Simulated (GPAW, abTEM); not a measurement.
## Does bonding show in the electron microscope? WSe2 monolayer, As on a Se site

Question: image and diffraction simulations usually add up neutral spherical atoms. How large is the error for a WSe2 monolayer, As on a Se site, in scanning-probe images and phase-contrast images?

The sheet lies in the middle of a cell with vacuum above and below. All numbers are calculated.

## Step 1: Find the equilibrium geometry

The density hangs on the geometry, so the atoms are relaxed first, from slightly displaced sites so that no symmetry traps them, in the host's fixed cell.

Settings: GPAW 26.7.0, PBE, 400 eV, 1×1×1 k-points, Fermi–Dirac width 0.05 eV, spin-polarised, BFGS to 0.05 eV/Å.

```console
$ OMP_NUM_THREADS=1 mpirun -n 4 gpaw python run.py > gpaw.log
```

```text
BFGS:    0     -241.325651        1.041584
BFGS:    1     -241.456057        0.660059
BFGS:    2     -241.551277        0.308267
BFGS:    3     -241.562605        0.221937
...
BFGS:    8     -241.592126        0.068934
BFGS:    9     -241.592930        0.050889
BFGS:   10     -241.593338        0.029767
cell  9.9600 11.5008 12.5600  90.00 90.00 90.00
```

After 10 steps the energy has changed by -0.268 eV; the last force printed is 0.030 eV/Å. It took 20 min on 4 cores of Arm Neoverse N1 (shared host), peak memory 2 GiB.

Shortest distances after relaxation: Se–W 2.536 Å, As–W 2.575 Å, W–W 3.276 Å, Se–Se 3.301 Å.

## Step 2: The all-electron density

Fast electrons feel the potential of the nuclei and of all the electrons, so the PAW density is rebuilt with its core regions. Subtracting spherical free atoms from the same code cancels the cores and leaves the deformation density Δρ, the part due to bonding.

Settings: PBE, 500 eV, 2×1×1 k-points, Fermi–Dirac width 0.05 eV, spin-polarised; supercell of 36 atoms.

```console
$ OMP_NUM_THREADS=1 mpirun -n 4 gpaw python run.py > gpaw.log
```

```text
|iter:   1|       0s | -244.089785 | +0.01 |       |  +3.5981|
|iter:   2|      63s | -243.995949 | -1.33 | -1.14 |  +3.4347|
|iter:   3|     120s | -245.619528 | -0.98 | -1.17 |  +1.9864|
...
|iter:  19|     924s | -241.767165c| -7.07 | -4.39c|  +0.0081|
|iter:  20|     983s | -241.767170c| -7.28 | -4.39c|  +0.0042|
|iter:  21|    1040s | -241.767169c| -7.61c| -4.56c|  +0.0025|
```

```text
grid (108, 120, 140)  electrons 1703.000  moved by bonding 7.964 e
deformation density beyond 0.5 A of the nuclei: max 0.125, min -0.118 e/A^3
```

Deformation density in a plane through the shortest contact of the As atom at the origin, in 0.01 e/Å³ (clipped at ±99); x from -1.6 to 4.2 Å, y from 2.4 down to -2.4 Å:

```text
 -5   7  10   0  -5   .   .  -1  -7  -2  -1  -1  -2  -2  -2  -1
 -2   4   5  -2  -3  -1  -6  -5  -3   0   0  -1  -1  -1  -2  -1
 -2   1   2   2   5   7   0  -3   1   2   1   0   0   1   1   0
 -2  -1   1   5  10  12   7   3   3   1  -2  -4  -2   4   5   2
 -1  -1  -1   0   2   3   4   5   3  -4  -5  -6  -6   3   6   3
 -1  -1  -1  -3   .  -8  -2   7   5  -3  -3   .  -3   0   2   1
  0   1   4   .   .   .  -2  11  10   4   .   .   .   1  -2  -1
  0   2   6   7   .  -3   0   9   6  -1  -7   .   0  -4  -2   0
  0   1   3   5   3  -1   0   3   2  -3  -3  -2  -6  -3   1   2
  0   0   1   1   0  -1  -1   1   2   6   9   6   1   1   2   1
  0   0   0   0  -1  -1  -1  -1   1   6   9   7   4   2   0  -3
  0   0   0   0  -1  -1  -2  -2  -3  -4  -6  -6   3   4  -2  -3
  0   0   0   0   0  -1  -1  -1   2   .   .  -7   6  10   0  -5
```

Atoms in or within 0.15 Å of the plane: W (2.6, 0.0), As (0.0, 0.0) Å. Dots mark points within about 0.45 Å of a nucleus; large values next to them are atomic features.

Along the shortest contact from the As atom at the map's origin, As–W at 2.58 Å, Δρ is +0.12 e/Å³ at the midpoint: a bond charge, the mark of covalency. At the midpoints of other shortest contacts it is +0.10 (W–Se, 2.54 Å), +0.03 (W–W, 3.28 Å) and 0.00 (Se–Se, 3.30 Å) e/Å³. Point values carry grid noise of about 0.01 e/Å³. The moments given at the start die out. The run needed 21 iterations, 22 min.

Atoms whose charge stands out: As36 -0.149, W7 +0.095, W12 +0.114, W8 +0.096, Se24 -0.056, W6 +0.112 e; averages by element: W +0.105, Se -0.048, As -0.149 e.

## Step 3: Scanning probe: integrated centre of mass and ABF

The integrated centre-of-mass signal follows the projected potential of a thin sample, so it responds to any shift of charge; annular bright field is given beside it. The probe is focused on the sheet.

Settings: abTEM 1.0.9, 80 kV, 2×1×1 cells, grid 168×97, 14 slices, atoms at rest, semi-angle 35 mrad, ABF 18–35 mrad, Gaussian source blur σ = 0.25 Å; iCOM in arbitrary units. Columns, named by their atoms per repeat: SeAs (4.98, 6.71), W_1st (3.34, 5.78), Se2_2nd (6.64, 9.58), W_3rd (4.98, 2.88), W_far (9.96, 0.01), Se2_far (1.66, 0.96), void (8.22, 4.89) Å; 'void' is a point in the widest open channel, away from the defect; 1st, 2nd and so on count shells round it.

| column | iCOM − void, atoms | bonded | change (%) | ABF, atoms (%) | bonded (%) |
| --- | --- | --- | --- | --- | --- |
| SeAs | 0.0585 | 0.0571 | -2.4 | 64.76 | 64.81 |
| W_1st | 0.0453 | 0.0449 | -0.8 | 65.84 | 65.83 |
| Se2_2nd | 0.0583 | 0.0576 | -1.2 | 65.14 | 65.17 |
| W_3rd | 0.0452 | 0.0452 | -0.1 | 65.86 | 65.85 |
| W_far | 0.0452 | 0.0452 | 0.0 | 66.25 | 66.24 |
| Se2_far | 0.0581 | 0.0575 | -1.1 | 65.30 | 65.33 |

Against the void, SeAs changes by -2.4 % and W_far by 0.0 %. Screening by site charges alone doesn't account for these signs and sizes; the redistribution between atoms, bonds and voids matters as well. At these points the largest ABF change is 0.047 % of the beam. Time: 82 s.

## Step 4: Phase-contrast images through focus

Defocus sets how strongly, and with which sign, the lens passes each spatial frequency; bonding changes the potential mostly at the lowest ones. Defocus counts from the exit plane, 5.9 Å below the sheet's middle.

Settings: abTEM 1.0.9, 80 kV, 1×1×1 cells, grid 125×144, 14 slices, atoms at rest, Cs -8 μm, focal spread 30 Å, aperture 35 mrad; positive defocus is underfocus. Intensity relative to vacuum, independent atoms / with bonding. Columns, named by their atoms per repeat: SeAs (4.98, 6.71), W_1st (3.34, 5.78), Se2_2nd (6.64, 9.58), W_3rd (4.98, 2.88), W_far (9.96, 0.01), Se2_far (1.66, 0.96), void (8.22, 4.89) Å; 'void' is a point in the widest open channel, away from the defect; 1st, 2nd and so on count shells round it.

```
defocus (Å)           SeAs          W_1st        Se2_2nd          W_3rd          W_far           void
       -200  1.386 / 1.377  1.307 / 1.309  1.383 / 1.379  1.307 / 1.309  1.307 / 1.310  1.279 / 1.281
       -130  0.910 / 0.899  0.751 / 0.753  0.904 / 0.898  0.748 / 0.751  0.750 / 0.753  0.366 / 0.369
        -40  1.372 / 1.367  1.274 / 1.276  1.393 / 1.389  1.267 / 1.269  1.280 / 1.282  0.968 / 0.971
        130  0.536 / 0.543  0.599 / 0.598  0.543 / 0.547  0.599 / 0.598  0.600 / 0.599  0.949 / 0.944
        200  1.425 / 1.429  1.341 / 1.344  1.430 / 1.425  1.335 / 1.337  1.343 / 1.346  1.272 / 1.272
```

The largest change at any listed point, and its share of that image's contrast range (maximum minus minimum): 0.009 (1 %) at -200 Å, 0.011 (1 %) at -130 Å, 0.005 (1 %) at -40 Å, 0.007 (1 %) at 130 Å, 0.005 (1 %) at 200 Å.

## Step 5: Answer

Putting the DFT potential in place of independent atoms changes iCOM column contrast by -2.4 to 0.0 % and phase contrast by up to 1 % of its range. The bond at the defect, As–W, has Δρ = +0.12 e/Å³ at its midpoint, a covalent bond charge. Limits: the bonding term is static and added to Lobato atoms; no inelastic scattering; a small supercell, so defects interact.

[Outputs are excerpts: Python notices, other lines and further rows are left out; steps that failed or that the build refused (PBEsol, TPSS) are not shown.]

[Logs are printed without paths, hosts, clocks, repeated set-up lines and the standing remarks that a program may print on its own settings, such as how far it seeks lower states.]
